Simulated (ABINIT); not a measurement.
**GaAs (F-43m): G0W0 with and without spin-orbit coupling**

Wanted: the effect of spin-orbit coupling on the quasiparticle gap of GaAs (F-43m).

Calculated with ABINIT 10.8.3; PBE and many-body steps on it, plane waves.

**The experiments to reproduce.**

- Gap 1.51 eV: band-edge emission energy from PL (direct gap at Gamma); photoluminescence, 633 nm excitation; 77 K; bulk crystal (MBE GaAs matrix around a thin InAs wetting layer on semi-insulating GaAs (100)) (“Photoluminescence of InAs/GaAs quantum dots under direct two-photon excitation”, 2020, pmc:7331710).

- Gap 1.418 ± 0.005 eV: direct gap E0 at Gamma from PR; modulated photoreflectance, low-field lineshape fit; 300 K; bulk crystal (semi-insulating GaAs(001) reference substrate) (“Evidence of valence band perturbations in GaAsN/GaAs(001): A combined variable-angle spectroscopic ellipsometry and modulated photoreflectance investigation”, 2008, arxiv:0805.2212).

- Gap 1.42 eV: band-edge photoluminescence emission energy of the GaAs substrate; time-integrated photoluminescence; 300 K; bulk crystal ((001) GaAs substrate beneath GaBiAs epilayers) (“Investigation of the anisotropic electron g factor as a probe of the electronic structure of GaBixAs1-x/GaAs epilayers”, 2014, arxiv:1409.8467).

- Gap 1.42 eV: fundamental direct gap E0 at Gamma, seen as sharp points in Psi and Delta; spectroscopic ellipsometry; 300 K; bulk crystal (semi-insulating GaAs (100) substrate) (“Ellipsometric study of the Electronic Structure of GaMnAs and LT-GaAs”, 2004, arxiv:cond-mat/0404304).

- Gap 1.412 ± 0.01 eV: direct gap E0 at Gamma from ellipsometry; variable-angle spectroscopic ellipsometry, parametric critical-point fit; 300 K; bulk crystal (semi-insulating GaAs(001) reference substrate with native oxide) (“Evidence of valence band perturbations in GaAsN/GaAs(001): A combined variable-angle spectroscopic ellipsometry and modulated photoreflectance investigation”, 2008, arxiv:0805.2212).

Report form: the programs' logs are mostly left out.

**1. The structure**

Symmetry: F-43m, No. 216, cubic system. The conventional cell has a = 5.654 Å, b = 5.654 Å, c = 5.654 Å, α = 90.00°, β = 90.00°, γ = 90.00°. Nearest to Ga lie 4 As at 2.45 Å. Nearest to As lie 4 Ga at 2.45 Å. Farther neighbours are not listed.

As a file:

```cif
data_structure
_symmetry_space_group_name_H-M 'P 1'
_symmetry_Int_Tables_number 1
_cell_length_a 3.9978
_cell_length_b 3.9978
_cell_length_c 3.9978
_cell_angle_alpha 60.000
_cell_angle_beta 60.000
_cell_angle_gamma 60.000
_cell_volume 45.18
loop_
_atom_site_label
_atom_site_type_symbol
_atom_site_fract_x
_atom_site_fract_y
_atom_site_fract_z
_atom_site_occupancy
Ga1 Ga 0.00000 0.00000 0.00000 1
As2 As 0.25000 0.25000 0.25000 1
```

The cell and positions come from the Crystallography Open Database and are kept as given unless a step says otherwise.

**2. Empty states on the mesh, 4×4×4 mesh, 68 bands**

This step: ABINIT 10.8.3; DFT, PBE, plane waves, norm-conserving pseudopotentials.

The sums over transitions need many empty states on a uniform mesh; this step solves for them.

File run.abi:

```
acell 3*1.0 Angstrom
rprim 
  0.000000000000 2.826850000000 2.826850000000
  2.826850000000 0.000000000000 2.826850000000
  2.826850000000 2.826850000000 0.000000000000
ntypat 2
znucl 31 33
natom 2
typat 1 2
xred 
  0.000000000000 0.000000000000 0.000000000000
  0.250000000000 0.250000000000 0.250000000000
pp_dirpath "pseudos"
pseudos "Ga.upf, As.upf"
ecut 45
ngkpt 4 4 4
nshiftk 1
shiftk 0 0 0
kptopt 1
chksymbreak 0
iscf -2
irdden 1
istwfk *1
nband 68
nbdbuf 6
tolwfr 1e-09
nstep 60
prtvol 0
indata_prefix "in"
outdata_prefix "out"
tmpdata_prefix "tmp"
```

Command:

```sh
> OMP_NUM_THREADS=1 mpirun -n 8 abinit run.abi > log
```

It took 8.6 s on 8 MPI ranks of Arm Neoverse V2, shared host; peak memory 0.57 GiB; 66 s of CPU time.

This step gave:

| Quantity | Value |
| --- | --- |
| gap | 0.5078 eV |
| k of the valence top | 0, 0, 0 |
| k of the conduction bottom | 0, 0, 0 |
| least direct gap | 0.5078 eV |
| k points computed | 8 |
| lowest point of the top converged band, above the valence top | 42.46 eV |

On this mesh the gap is 0.508 eV.

The density comes from a self-consistent run that is not shown.

**3. Screening, 4×4×4 mesh, 62 bands, screening to 119.7 eV**

The RPA dielectric matrix is built and inverted for each q.

This step: RPA screening on PBE, plane waves, norm-conserving pseudopotentials.

run.abi: that of step 2 with these lines changed.

```diff
@@ -20,10 +20,11 @@
 chksymbreak 0
-iscf -2
-irdden 1
 istwfk *1
-nband 68
-nbdbuf 6
-tolwfr 1e-09
-nstep 60
-prtvol 0
+occopt 1
+irdwfk 1
+optdriver 3
+nband 62
+ecuteps 4.4
+inclvkb 0
+awtr 1
+symchi 1
 indata_prefix "in"
```

It took 10 s on 8 MPI ranks; peak memory 1.4 GiB.

This step gave:

```yaml
eps_infinity_with_local_fields_on_this_mesh_along_the_program_s_q_direction: 172.3
the_same_without_local_fields: 184.0
plasma_frequency: 36.65 eV
plane_waves_in_the_screening_matrix: 137
```

Local fields lower ε∞ by 6 %. The value itself is an artefact of the mesh, where one narrow direct gap carries too much weight.

**4. Scalar-relativistic**

The self-energy is evaluated for the states that the input lists, and the levels follow from it, in one-shot runs by the linearised quasiparticle equation.

This step: G0W0 on PBE, plane waves, norm-conserving pseudopotentials.

run.abi: that of step 3 with these lines changed.

```diff
@@ -23,8 +23,15 @@
 irdwfk 1
-optdriver 3
+optdriver 4
 nband 62
+gwcalctyp 0
+ecutsigx 45
+symsigma 1
+nkptgw 1
+kptgw 
+  0.0000000000 0.0000000000 0.0000000000
+bdgw 
+  20 26
 ecuteps 4.4
-inclvkb 0
-awtr 1
-symchi 1
+irdscr 1
+ppmodel 1
 indata_prefix "in"
```

Run time: 3.5 s. Hardware: 8 MPI ranks; peak memory 1 GiB; 27 s of CPU time.

This step gave:

- G0W0 gap on the points computed: 1.176 eV
- starting gap on the mesh: 0.5078 eV
- k of the valence top: 0, 0, 0
- k of the conduction bottom: 0, 0, 0
- Z at the valence top: 0.803
- Z at the conduction bottom: 0.807
- least direct G0W0 gap on the computed points: 1.176 eV

The gap on the mesh goes from 0.51 eV to 1.18 eV, a correction of +0.67 eV.

**5. Empty states on the mesh, 4×4×4 mesh, 136 bands**

This step: DFT, PBE with spin-orbit coupling, plane waves, norm-conserving pseudopotentials.

run.abi: that of step 4 with these lines changed.

```diff
@@ -15,2 +15,3 @@
 ecut 45
+nspinor 2
 ngkpt 4 4 4
@@ -20,18 +21,10 @@
 chksymbreak 0
+iscf -2
+irdden 1
 istwfk *1
-occopt 1
-irdwfk 1
-optdriver 4
-nband 62
-gwcalctyp 0
-ecutsigx 45
-symsigma 1
-nkptgw 1
-kptgw 
-  0.0000000000 0.0000000000 0.0000000000
-bdgw 
-  20 26
-ecuteps 4.4
-irdscr 1
-ppmodel 1
+nband 136
+nbdbuf 12
+tolwfr 1e-09
+nstep 60
+prtvol 0
 indata_prefix "in"
```

It took 44 s on 8 MPI ranks; peak memory 0.81 GiB.

Numbers from this step:

```
gap                                                           : 0.4016 eV
k of the valence top                                          : 0, 0, 0
k of the conduction bottom                                    : 0, 0, 0
least direct gap                                              : 0.4016 eV
k points computed                                             : 8
lowest point of the top converged band, above the valence top : 42.41 eV
```

On this mesh the gap is 0.402 eV.

The density comes from a self-consistent run that is not shown, made with spin-orbit coupling and fully relativistic files.

**6. Screening, 4×4×4 mesh, 124 bands, screening to 119.7 eV**

This step: RPA screening on PBE with spin-orbit coupling, plane waves, norm-conserving pseudopotentials.

run.abi: that of step 5 with these lines changed.

```diff
@@ -21,10 +21,11 @@
 chksymbreak 0
-iscf -2
-irdden 1
 istwfk *1
-nband 136
-nbdbuf 12
-tolwfr 1e-09
-nstep 60
-prtvol 0
+occopt 1
+irdwfk 1
+optdriver 3
+nband 124
+ecuteps 4.4
+inclvkb 0
+awtr 1
+symchi 1
 indata_prefix "in"
```

Wall time 86 s (8 MPI ranks); peak memory 3.9 GiB; 11 min of CPU time.

Numbers from this step:

* ε∞ with local fields, on this mesh, along the program's q direction: 240.4
* the same without local fields: 256.0
* plasma frequency: 36.65 eV
* plane waves in the screening matrix: 137

**7. With spin-orbit coupling**

This step: G0W0 on PBE with spin-orbit coupling, plane waves, norm-conserving pseudopotentials.

run.abi: that of step 6 with these lines changed.

```diff
@@ -24,8 +24,15 @@
 irdwfk 1
-optdriver 3
+optdriver 4
 nband 124
+gwcalctyp 0
+ecutsigx 45
+symsigma 0
+nkptgw 1
+kptgw 
+  0.0000000000 0.0000000000 0.0000000000
+bdgw 
+  41 48
 ecuteps 4.4
-inclvkb 0
-awtr 1
-symchi 1
+irdscr 1
+ppmodel 1
 indata_prefix "in"
```

The job ended after 34 s (8 MPI ranks; peak memory 2.3 GiB; 4.5 min of CPU time).

Numbers from this step:

```yaml
g0w0_gap_on_the_points_computed: 1.075 eV
starting_gap_on_the_mesh: 0.4016 eV
k_of_the_valence_top: 0, 0, 0
k_of_the_conduction_bottom: 0, 0, 0
z_at_the_valence_top: 0.803
z_at_the_conduction_bottom: 0.807
least_direct_g0w0_gap_on_the_computed_points: 1.075 eV
```

Against G0W0 in ABINIT (4×4×4 mesh, 62 bands, screening to 119.7 eV, Godby-Needs plasmon pole), the gap moves by −0.101 eV.

**8. Side by side**

Times are wall times on 8 MPI ranks of Arm Neoverse V2, shared host, good to a factor of about two. A run's time includes the screening step that it read.

| run | mesh | bands | screening cutoff (eV) | DFT gap (eV) | gap on the mesh (eV) | direct (eV) | ε∞ used | time |
| --- | --- | --- | --- | --- | --- | --- | --- | --- |
| scalar-relativistic | 4×4×4 | 62 | 119.7 | 0.508 | 1.176 | 1.176 | 172.35 | 14 s |
| with spin-orbit coupling | 4×4×4 | 124 | 119.7 | 0.402 | 1.075 | 1.075 | 240.39 | 2 min |

**9. What came out**

| Quantity | Value |
| --- | --- |
| scalar-relativistic | 1.176 eV |
| with spin-orbit coupling | 1.075 eV |
| known limits | not at the basis limit; screening runs away on this mesh; screening head approximate; no spin-orbit coupling in some runs; coarse k mesh |

**Reading.** With spin-orbit coupling: −0.101 eV against scalar-relativistic, −0.106 eV of it in the start. Against experiment, by with spin-orbit coupling: the direct gap of 1.08 eV lies −0.43 eV from the measured 1.51 eV (exciton, 77 K, 2020); the direct gap of 1.08 eV lies −0.34 eV from the measured 1.418 ± 0.005 eV (direct, 300 K, 2008); the direct gap of 1.08 eV lies −0.34 eV from the measured 1.42 eV (exciton, 300 K, 2014); the direct gap of 1.08 eV lies −0.34 eV from the measured 1.42 eV (direct, 300 K, 2004); the direct gap of 1.08 eV lies −0.34 eV from the measured 1.412 ± 0.01 eV (direct, 300 K, 2008). An exciton line or allowed optical edge lies below the quasiparticle gap by the binding energy; a forbidden edge can push the onset above it. These are gaps on the mesh, at modest bands and cutoff. The calculation has static nuclei and no excitons; a measured gap holds zero-point and thermal motion, which mostly lowers it. Against the values above the computed gap that would widen the miss. A likelier cause is too strong a screening: the start's gap is only 0.40 eV, the mesh is coarse, and one shot does not repair that. Bands and cutoff are finite, so the gap is not at the basis limit. The miss can reach some tenths of an eV and take either sign; the mesh is an error of its own. In the first G0W0 run levels were corrected at 1 k point alone, so a gap called «on the mesh» is the least over those, and an edge elsewhere would be missed. The 4×4×4 mesh is coarse for this cell, which bears on the long-range parts of exchange and screening. On this mesh the RPA ε∞ passes 90, more than nearly any semiconductor shows; a coarse mesh does this where one point with a narrow direct gap carries much weight. The screening is then too strong, and the G0W0 gap should not be taken as the material's. The long-wavelength limit of the screening leaves out the non-local commutator, which shifts ε∞.

[Paths, hosts, dates, memory and timing lines, banners, echoed tables and standing remarks are left out of the program output.]

[Logs are printed without paths, hosts, clocks, repeated set-up lines and the standing remarks that a program may print on its own settings, such as how far it seeks lower states.]

[Runs of the session that timed out or met a known fault of the program may be left out.]

[No measured gap is set beside runs whose start may be inverted or whose files or cutoffs have a known fault.]

[Hosts, paths, dates, database ids (printed as entryN), source tags and the programs' standing remarks are cut or masked in the printed files.]

[G0W0 gaps are taken among the corrected bands and points alone; a level outside them can change the order at an edge.]

[Where Ansatz stands beside ABINIT at settings called matched, ABINIT's density can come from a denser mesh and the files from another edition; pairs whose starting gaps differed by over 0.03 eV were left out, so agreement reads better than it is.]
